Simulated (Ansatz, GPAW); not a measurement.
# A 6-layer slab of Rh(111): converging a work function, part 2 of 3

Aim: the settings at which the work function of a 6-layer slab of Rh(111) stops moving.

GPAW 26.7.0 and Ansatz 0.2.0; Ansatz plane waves; slab in vacuum with a dipole correction, relaxation (the session's first sound run).

So far, upper work function (eV): step 2 (relaxing the atoms) 5.15.

## 3. The slab's potential

The work function is the vacuum plateau of the electrostatic potential less the Fermi level; a dipole layer lets the two faces have plateaus of their own.

This step: GPAW, PAW setups; slab in vacuum (GPAW 26.7.0).

Contents of run.py:

```python
import json
import numpy as np
from ase import Atoms
from gpaw import GPAW, PW

slab = Atoms(
    ['Rh', 'Rh', 'Rh', 'Rh', 'Rh', 'Rh'],
    positions=[
        [1.34350, 0.77567, 9.00000],
        [2.68701, 1.55134, 11.19393],
        [0.00000, 0.00000, 13.38786],
        [1.34350, 0.77567, 15.62499],
        [2.68701, 1.55134, 17.83219],
        [-0.00000, -0.00000, 20.01384]],
    cell=[[2.68701, -0.0, 0.0], [1.3435, 2.32702, 0.0], [0.0, 0.0, 28.96966]],
    pbc=[True, True, False])

slab.calc = GPAW(mode=PW(400), xc='PBE', kpts={'size': (13, 13, 1), 'gamma': True},
                 occupations={'name': 'fermi-dirac', 'width': 0.1}, nbands='140%',
                 convergence={'density': 1e-05}, maxiter=200,
                 poissonsolver={'dipolelayer': 'xy'},
                 symmetry={'tolerance': 1e-3}, txt='slab.txt')
result = {}
energy = slab.get_potential_energy()
fermi = slab.calc.get_fermi_level()
v = slab.calc.get_electrostatic_potential().mean((0, 1)) - fermi
n = slab.calc.get_pseudo_density().mean((0, 1))
L = slab.cell[2, 2]
z = np.arange(len(v)) * L / len(v)
low, high = slab.positions[:, 2].min(), slab.positions[:, 2].max()
below, above = np.interp([low - 6.8, high + 6.8], z, v)
slopes = [np.interp(x, z, np.gradient(v, z)) for x in (low - 6.8, high + 6.8)]
eps = np.array([[slab.calc.get_eigenvalues(k, s) for k in range(len(slab.calc.get_ibz_k_points()))]
                for s in range(slab.calc.get_number_of_spins())]) - fermi
top, bottom = eps[eps < 0].max(), eps[eps > 0].min()
dipole = slab.get_dipole_moment()[2]
print(f'energy {energy:.4f} eV, Fermi level {fermi:.4f} eV, dipole {dipole:.5f} e A')
print(f'potential 6.8 A off the faces, from the Fermi level: lower {below:.4f} eV, upper {above:.4f} eV')
print(f'slope of the potential there: lower {slopes[0]:.5f}, upper {slopes[1]:.5f} eV/A')
print(f'nearest levels on the mesh: {top:.4f} and {bottom:.4f} eV')
print('magnetic moment', round(slab.get_magnetic_moment(), 3))
result.update(energy=energy, fermi=fermi, dipole=dipole, below=below, above=above, slopes=slopes, edges=[top, bottom],
              z=z.tolist(), v=v.tolist(), n=n.tolist(), positions=slab.positions.tolist(),
              forces=slab.get_forces(apply_constraint=False).tolist(), moments=slab.get_magnetic_moments().tolist())
json.dump(result, open('result.json', 'w'))
```

Started as:

```bash
$ OMP_NUM_THREADS=1 OPENBLAS_NUM_THREADS=1 python run.py
```

The log of the run:

```text
energy -42.0968 eV, Fermi level 2.6033 eV, dipole -0.00032 e A
potential 6.8 A off the faces, from the Fermi level: lower 5.1208 eV, upper 5.1195 eV
slope of the potential there: lower -0.00001, upper -0.00020 eV/A
nearest levels on the mesh: -0.0024 and 0.0082 eV
magnetic moment 0.0
```

The job ended after 4.6 min (1 thread of Intel Xeon Platinum 8488C (Sapphire Rapids), shared host; peak memory 0.26 GiB).

This step gave:

```yaml
dipole_along_the_normal: -3.15e-4 e·Å
levels_nearest_the_fermi_level_on_the_mesh: -0.002367, 0.008158 eV from the Fermi level
upper_work_function: 5.120 eV
lower_work_function: 5.121 eV
```

The electrostatic potential energy of an electron (without an applied field's), less the Fermi level, planar mean oscillates, so the rows of the table below give means over windows of 2.2 Å about each position, cut where the curve ends. Its maxima inside the range that stand out by 2 % of the span (Å: eV): 10.1: -0.627, 12.3: -0.908, 14.5: -0.480, 16.7: -0.722, 18.9: -0.811. Its minima: 9.0: -25.8, 11.2: -26.1, 13.4: -26.1, 15.7: -26.0, 17.8: -26.2, 20.1: -25.6.

Table of electrostatic potential energy of an electron (without an applied field's), less the Fermi level, planar mean by z; means over each step:

z (Å), electrostatic potential energy of an electron (without an applied field's), less the Fermi level, planar mean (eV) and a bar from the least value:
```
     1.10        5.1 ##############################
     3.30        5.1 ##############################
     5.50        5.1 ##############################
     7.70       -0.8 ####################
     9.90      -11.7 
    12.10      -11.9 
    14.30      -11.4 #
    16.50      -11.7 
    18.70      -11.9 
    20.90       -6.3 ##########
    23.10        5.1 ##############################
    25.30        5.1 ##############################
    27.50        5.1 ##############################
```

The pseudo valence density, planar mean oscillates, so the rows of the table below give means over windows of 2.15 Å about each position, cut where the curve ends. Its maxima inside the range that stand out by 2 % of the span (Å: e/Å³): 9.0: 2.59, 11.2: 2.59, 13.3: 2.50, 15.7: 2.58, 17.8: 2.60, 20.0: 2.55. Its minima: 10.1: 0.323, 12.2: 0.325, 14.6: 0.309, 16.7: 0.316, 18.9: 0.329.

Table of pseudo valence density, planar mean by z; means over each step:

| z (Å) | pseudo valence density, planar mean (e/Å³) |
| --- | --- |
| 3.22 | 0 |
| 5.37 | 5.1e-4 |
| 7.52 | 0.190 |
| 9.67 | 1.09 |
| 11.82 | 1.09 |
| 13.97 | 1.08 |
| 16.12 | 1.10 |
| 18.27 | 1.11 |
| 20.42 | 1.02 |
| 22.57 | 0.00866 |
| 24.72 | 3.0e-5 |

Force by atom:

| atom | x (eV/Å) | y (eV/Å) | z (eV/Å) | size |
| --- | --- | --- | --- | --- |
| Rh1 | 0.000 | 0.000 | -0.007 | 0.007 |
| Rh2 | 0.000 | 0.000 | -0.164 | 0.164 |
| Rh3 | 0.000 | 0.000 | 0.085 | 0.085 |
| Rh4 | 0.000 | 0.000 | 0.001 | 0.001 |
| Rh5 | 0.000 | 0.000 | -0.006 | 0.006 |
| Rh6 | 0.000 | 0.000 | 0.090 | 0.090 |

The potential is flat to 2.0e-4 eV/Å where it is read, so the vacuum is wide enough. The geometry is the other program's minimum; here the largest force on a free atom is 0.090 eV/Å.

## 4. Cutoff 200

The cutoff limits how sharply the smooth valence waves can vary, which tells mostly near the atoms.

run.py: that of step 3 with these lines changed.

```diff
@@ -17,3 +17,3 @@
 
-slab.calc = GPAW(mode=PW(400), xc='PBE', kpts={'size': (13, 13, 1), 'gamma': True},
+slab.calc = GPAW(mode=PW(200), xc='PBE', kpts={'size': (13, 13, 1), 'gamma': True},
                  occupations={'name': 'fermi-dirac', 'width': 0.1}, nbands='140%',
```

The log of the run:

```text
energy -38.8804 eV, Fermi level 2.6297 eV, dipole 0.00002 e A
potential 6.8 A off the faces, from the Fermi level: lower 5.1561 eV, upper 5.1543 eV
slope of the potential there: lower -0.00012, upper 0.00076 eV/A
nearest levels on the mesh: -0.0078 and 0.0012 eV
magnetic moment 0.0
```

Elapsed: 1.7 min, on 1 thread; peak memory 0.17 GiB.

The run finished. A setting was moved off its sound value on purpose, so it serves as a test and not as the result.

The fault put into the input: a cutoff under that of the base run: the energy of the cell lies 3.2 eV from the base value (ecut = 200).

Side by side:

| quantity | this run | sound run | difference |
| --- | --- | --- | --- |
| upper work function (eV) | 5.1543 | 5.1195 | 0.0348 |
| lower work function (eV) | 5.1561 | 5.1208 | 0.0353 |

The two runs differ clearly in the lower work function: 5.16 eV against 5.12 eV.

## 5. Cutoff 300

The cutoff limits how sharply the smooth valence waves can vary, which tells mostly near the atoms.

run.py: that of step 4 with these lines changed.

```diff
@@ -17,3 +17,3 @@
 
-slab.calc = GPAW(mode=PW(200), xc='PBE', kpts={'size': (13, 13, 1), 'gamma': True},
+slab.calc = GPAW(mode=PW(300), xc='PBE', kpts={'size': (13, 13, 1), 'gamma': True},
                  occupations={'name': 'fermi-dirac', 'width': 0.1}, nbands='140%',
```

The log of the run:

```text
energy -40.6434 eV, Fermi level 2.6139 eV, dipole -0.00028 e A
potential 6.8 A off the faces, from the Fermi level: lower 5.1374 eV, upper 5.1366 eV
slope of the potential there: lower -0.00031, upper 0.00035 eV/A
nearest levels on the mesh: -0.0029 and 0.0221 eV
magnetic moment 0.0
```

It took 3.1 min on 1 thread; peak memory 0.21 GiB.

The run finished. A setting was moved off its sound value on purpose, so it serves as a test and not as the result.

The fault put into the input: a cutoff under that of the base run: the energy of the cell lies 1.5 eV from the base value (ecut = 300).

The two runs compared:

| quantity | this run | sound run | difference |
| --- | --- | --- | --- |
| upper work function (eV) | 5.1366 | 5.1195 | 0.0171 |
| lower work function (eV) | 5.1374 | 5.1208 | 0.0166 |

## 6. Cutoff 700: ecut = 700

The cutoff limits how sharply the smooth valence waves can vary, which tells mostly near the atoms.

run.py: that of step 5 with these lines changed.

```diff
@@ -17,3 +17,3 @@
 
-slab.calc = GPAW(mode=PW(300), xc='PBE', kpts={'size': (13, 13, 1), 'gamma': True},
+slab.calc = GPAW(mode=PW(700), xc='PBE', kpts={'size': (13, 13, 1), 'gamma': True},
                  occupations={'name': 'fermi-dirac', 'width': 0.1}, nbands='140%',
```

The log of the run:

```text
energy -42.3199 eV, Fermi level 2.6009 eV, dipole -0.00029 e A
potential 6.8 A off the faces, from the Fermi level: lower 5.1192 eV, upper 5.1184 eV
slope of the potential there: lower 0.00015, upper -0.00015 eV/A
nearest levels on the mesh: -0.0024 and 0.0093 eV
magnetic moment 0.0
```

Wall time 11 min (1 thread); peak memory 0.44 GiB.

Numbers from this step:

```
dipole along the normal                    : -2.94e-4 e·Å
levels nearest the Fermi level on the mesh : -0.002444, 0.009298 eV from the Fermi level
upper work function                        : 5.118 eV
lower work function                        : 5.119 eV
```

The electrostatic potential energy of an electron (without an applied field's), less the Fermi level, planar mean oscillates, so the rows of the table below give means over windows of 2.21 Å about each position, cut where the curve ends. Its maxima inside the range that stand out by 2 % of the span (Å: eV): 10.1: -0.649, 12.2: -0.943, 14.5: -0.477, 16.7: -0.719, 18.9: -0.754. Its minima: 9.0: -25.8, 11.2: -26.2, 13.4: -26.1, 15.7: -25.8, 17.9: -26.2, 20.0: -25.8.

The electrostatic potential energy of an electron (without an applied field's), less the Fermi level, planar mean by z; means over each step:

| z (Å) | electrostatic potential energy of an electron (without an applied field's), less the Fermi level, planar mean (eV) |
| --- | --- |
| 1.10 | 5.12 |
| 3.31 | 5.12 |
| 5.53 | 5.10 |
| 7.73 | -1.30 |
| 9.95 | -11.7 |
| 12.16 | -12.0 |
| 14.37 | -11.4 |
| 16.57 | -11.8 |
| 18.79 | -12.0 |
| 21.00 | -5.14 |
| 23.21 | 5.08 |
| 25.41 | 5.12 |
| 27.62 | 5.12 |

The pseudo valence density, planar mean oscillates, so the rows of the table below give means over windows of 2.25 Å about each position, cut where the curve ends. Its maxima inside the range that stand out by 2 % of the span (Å: e/Å³): 9.0: 2.59, 11.3: 2.53, 13.4: 2.59, 15.6: 2.60, 17.9: 2.59, 20.0: 2.55. Its minima: 10.1: 0.324, 12.2: 0.325, 14.5: 0.302, 16.7: 0.316, 19.0: 0.335.

Pseudo valence density, planar mean against z; means over each step:

| z (Å) | pseudo valence density, planar mean (e/Å³) |
| --- | --- |
| 3.38 | 2.8e-6 |
| 5.62 | 0.00106 |
| 7.88 | 0.533 |
| 10.12 | 1.13 |
| 12.38 | 1.13 |
| 14.62 | 1.08 |
| 16.88 | 1.11 |
| 19.12 | 1.13 |
| 21.38 | 0.293 |
| 23.62 | 5.8e-4 |
| 25.88 | 0 |

Force by atom:

| atom | x (eV/Å) | y (eV/Å) | z (eV/Å) | size |
| --- | --- | --- | --- | --- |
| Rh1 | 0.000 | 0.000 | 0.000 | 0.000 |
| Rh2 | 0.000 | 0.000 | -0.161 | 0.161 |
| Rh3 | 0.000 | 0.000 | 0.082 | 0.082 |
| Rh4 | 0.000 | 0.000 | 0.004 | 0.004 |
| Rh5 | 0.000 | 0.000 | -0.007 | 0.007 |
| Rh6 | 0.000 | 0.000 | 0.083 | 0.083 |

The upper face's work function is 5.118 eV, against 5.120 eV in the first plane-wave PBE run at this geometry.

## 7. K mesh 4×4

The mesh in the plane samples the bands: a metal's Fermi level needs it dense, and band edges must lie on it.

run.py: that of step 6 with these lines changed.

```diff
@@ -17,3 +17,3 @@
 
-slab.calc = GPAW(mode=PW(700), xc='PBE', kpts={'size': (13, 13, 1), 'gamma': True},
+slab.calc = GPAW(mode=PW(400), xc='PBE', kpts={'size': (4, 4, 1), 'gamma': True},
                  occupations={'name': 'fermi-dirac', 'width': 0.1}, nbands='140%',
```

The log of the run:

```text
energy -43.4603 eV, Fermi level 2.5933 eV, dipole -0.00028 e A
potential 6.8 A off the faces, from the Fermi level: lower 5.0687 eV, upper 5.0660 eV
slope of the potential there: lower -0.00006, upper -0.00008 eV/A
nearest levels on the mesh: -0.1284 and 0.0933 eV
magnetic moment 0.0
```

It took 51 s on 1 thread; peak memory 0.2 GiB.

The run finished with changed settings (kpts = [4, 4]); it serves as a test.

Side by side:

| quantity | this run | sound run | difference |
| --- | --- | --- | --- |
| upper work function (eV) | 5.0660 | 5.1195 | -0.0535 |
| lower work function (eV) | 5.0687 | 5.1208 | -0.0521 |

The two runs differ clearly in the upper work function: 5.07 eV against 5.12 eV.

## 8. K mesh 8×8

The mesh in the plane samples the bands: a metal's Fermi level needs it dense, and band edges must lie on it.

run.py: that of step 7 with these lines changed.

```diff
@@ -17,3 +17,3 @@
 
-slab.calc = GPAW(mode=PW(400), xc='PBE', kpts={'size': (4, 4, 1), 'gamma': True},
+slab.calc = GPAW(mode=PW(400), xc='PBE', kpts={'size': (8, 8, 1), 'gamma': True},
                  occupations={'name': 'fermi-dirac', 'width': 0.1}, nbands='140%',
```

The log of the run:

```text
energy -42.0490 eV, Fermi level 2.5985 eV, dipole -0.00031 e A
potential 6.8 A off the faces, from the Fermi level: lower 5.1450 eV, upper 5.1432 eV
slope of the potential there: lower -0.00007, upper -0.00010 eV/A
nearest levels on the mesh: -0.0070 and 0.0170 eV
magnetic moment 0.0
```

Wall time 2.1 min (1 thread); peak memory 0.22 GiB.

The run finished with changed settings (kpts = [8, 8]); it serves as a test.

The two runs compared:

| quantity | this run | sound run | difference |
| --- | --- | --- | --- |
| upper work function (eV) | 5.1432 | 5.1195 | 0.0237 |
| lower work function (eV) | 5.1450 | 5.1208 | 0.0242 |

## 9. K mesh 20×20: kpts = [20, 20]

The mesh in the plane samples the bands: a metal's Fermi level needs it dense, and band edges must lie on it.

run.py: that of step 8 with these lines changed.

```diff
@@ -17,3 +17,3 @@
 
-slab.calc = GPAW(mode=PW(400), xc='PBE', kpts={'size': (8, 8, 1), 'gamma': True},
+slab.calc = GPAW(mode=PW(400), xc='PBE', kpts={'size': (20, 20, 1), 'gamma': True},
                  occupations={'name': 'fermi-dirac', 'width': 0.1}, nbands='140%',
```

The log of the run:

```text
energy -42.1059 eV, Fermi level 2.6014 eV, dipole -0.00033 e A
potential 6.8 A off the faces, from the Fermi level: lower 5.1269 eV, upper 5.1260 eV
slope of the potential there: lower -0.00004, upper -0.00011 eV/A
nearest levels on the mesh: -0.0132 and 0.0134 eV
magnetic moment 0.0
```

It took 9.3 min on 1 thread; peak memory 0.35 GiB.

This step gave:

```
dipole along the normal                    : -3.34e-4 e·Å
levels nearest the Fermi level on the mesh : -0.01325, 0.01344 eV from the Fermi level
upper work function                        : 5.126 eV
lower work function                        : 5.127 eV
```

The upper face's work function is 5.126 eV, against 5.120 eV in the first plane-wave PBE run at this geometry.

## 10. Scheme Fermi-Dirac, smearing 0.3

Smearing changes the occupations near the Fermi level, and with them the level itself. Smearing helps the SCF of a metal converge, but it blurs occupations at band edges near the Fermi level.

run.py: that of step 9 with these lines changed.

```diff
@@ -17,4 +17,4 @@
 
-slab.calc = GPAW(mode=PW(400), xc='PBE', kpts={'size': (20, 20, 1), 'gamma': True},
-                 occupations={'name': 'fermi-dirac', 'width': 0.1}, nbands='140%',
+slab.calc = GPAW(mode=PW(400), xc='PBE', kpts={'size': (13, 13, 1), 'gamma': True},
+                 occupations={'name': 'fermi-dirac', 'width': 0.3}, nbands='140%',
                  convergence={'density': 1e-05}, maxiter=200,
```

The log of the run:

```text
energy -42.1514 eV, Fermi level 2.6114 eV, dipole -0.00026 e A
potential 6.8 A off the faces, from the Fermi level: lower 5.1122 eV, upper 5.1091 eV
slope of the potential there: lower -0.00002, upper -0.00016 eV/A
nearest levels on the mesh: -0.0092 and 0.0007 eV
magnetic moment 0.0
```

The job ended after 3.9 min (1 thread; peak memory 0.26 GiB).

Numbers from this step:

| Property | Result |
| --- | --- |
| dipole along the normal | -2.58e-4 e·Å |
| levels nearest the Fermi level on the mesh | -0.009221, 6.73e-4 eV from the Fermi level |
| upper work function | 5.109 eV |
| lower work function | 5.112 eV |

The electrostatic potential energy of an electron (without an applied field's), less the Fermi level, planar mean oscillates, so the rows of the table below give means over windows of 2.2 Å about each position, cut where the curve ends. Its maxima inside the range that stand out by 2 % of the span (Å: eV): 10.1: -0.657, 12.3: -0.902, 14.5: -0.469, 16.7: -0.719, 18.9: -0.837. Its minima: 9.0: -25.9, 11.2: -26.1, 13.4: -26.1, 15.7: -26.0, 17.8: -26.2, 20.1: -25.7.

The electrostatic potential energy of an electron (without an applied field's), less the Fermi level, planar mean by z; means over each step:

| z (Å) | electrostatic potential energy of an electron (without an applied field's), less the Fermi level, planar mean (eV) |
| --- | --- |
| 1.10 | 5.11 |
| 3.30 | 5.11 |
| 5.50 | 5.09 |
| 7.70 | -0.842 |
| 9.90 | -11.7 |
| 12.10 | -11.9 |
| 14.30 | -11.4 |
| 16.50 | -11.7 |
| 18.70 | -11.9 |
| 20.90 | -6.38 |
| 23.10 | 5.05 |
| 25.30 | 5.11 |
| 27.50 | 5.11 |

The upper face's work function is 5.109 eV, against 5.120 eV in the first plane-wave PBE run at this geometry.

(Continued in part 3 of 3.)

[Logs are printed without paths, hosts, clocks, repeated set-up lines and the standing remarks that a program may print on its own settings, such as how far it seeks lower states.]

[Hosts, paths, dates, database ids (printed as entryN), source tags and the programs' standing remarks are cut or masked in the printed files.]
